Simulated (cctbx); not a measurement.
**Which space group?**

Cell: a = 13.3880 Å, b = 13.3880 Å, c = 13.3880 Å, α = 90.00°, β = 90.00°, γ = 90.00°. Expected content of the cell: Bi48 Pb16 Ni32.

The data are simulated with cctbx, not measured: Mo Kα, λ = 0.71073 Å, to d = 0.77 Å, 50 % of the full sphere, strongest reflection 40000 counts, noise from counting, a 1.5 % proportional error and a noise floor of 15 counts (s.d.); no absorption, some extinction.

A first pass over the reflections prints:

```text
11087 reflections to d = 0.770 A
centring   violations  <I/sigma> of those
    A          0 of  5554      0.0
    B          0 of  5544      0.0
    C          0 of  5568     -0.0
    I       1228 of  5596      7.1
    R       1452 of  7354      6.4
    F          0 of  8333      0.0
Laue class    unique    Rint  (classes that these axes allow; Friedel mates merged)
F m m m           776   0.015
F m -3            271   0.017
F m -3 m          181   0.017
space group    extra absences  I>4sigma  <I/sigma>
F 4 3 2                 0          0         -  acentric
F 41 3 2                9          0      -0.2  acentric
F -4 3 m                0          0         -  acentric
F m -3 m                0          0         -  centric
F d -3 m :1           161          0       0.2  centric
F d -3 m :2           161          0       0.2  centric
Wilson B = 0.70 A^2   <|E^2-1|> = 0.820 (0.968 centric, 0.736 acentric)   E^2>4: 1.7 %
shell (A)         n   <I/sigma>
 7.73 - 1.54     33     93.8
 1.54 - 1.23     22    103.3
 1.23 - 1.07     23    117.2
 1.07 - 0.97     20    108.1
 0.97 - 0.90     23     70.8
 0.90 - 0.85     16     85.2
 0.85 - 0.81     20    107.5
 0.81 - 0.77     24     70.6
```

Q: Read the symmetry from these tables.

The reflections that A, B, C and F centring forbids are absent (⟨I/σ⟩ near 0), so the lattice is F. F holds A, B and C together.

Rint stays low (0.015 to 0.017) up to F m -3 m, the highest class in these axes.

6 settings pass the absence test. The most absences obeyed, 161, belong to F d -3 m alone.

⟨|E²−1|⟩ = 0.820 lies between the two ideal values. The Wilson B of 0.70 Å² means U ≈ 0.0089 Å².

The true group is Fd-3m (no. 227, origin choice 1), Laue class m-3m, centrosymmetric. The tables fix it.

This is a model crystal, built by substitution and not relaxed, with assumed displacement parameters.

[Logs are printed without paths, hosts, clocks, repeated set-up lines and the standing remarks that a program may print on its own settings, such as how far it seeks lower states.]
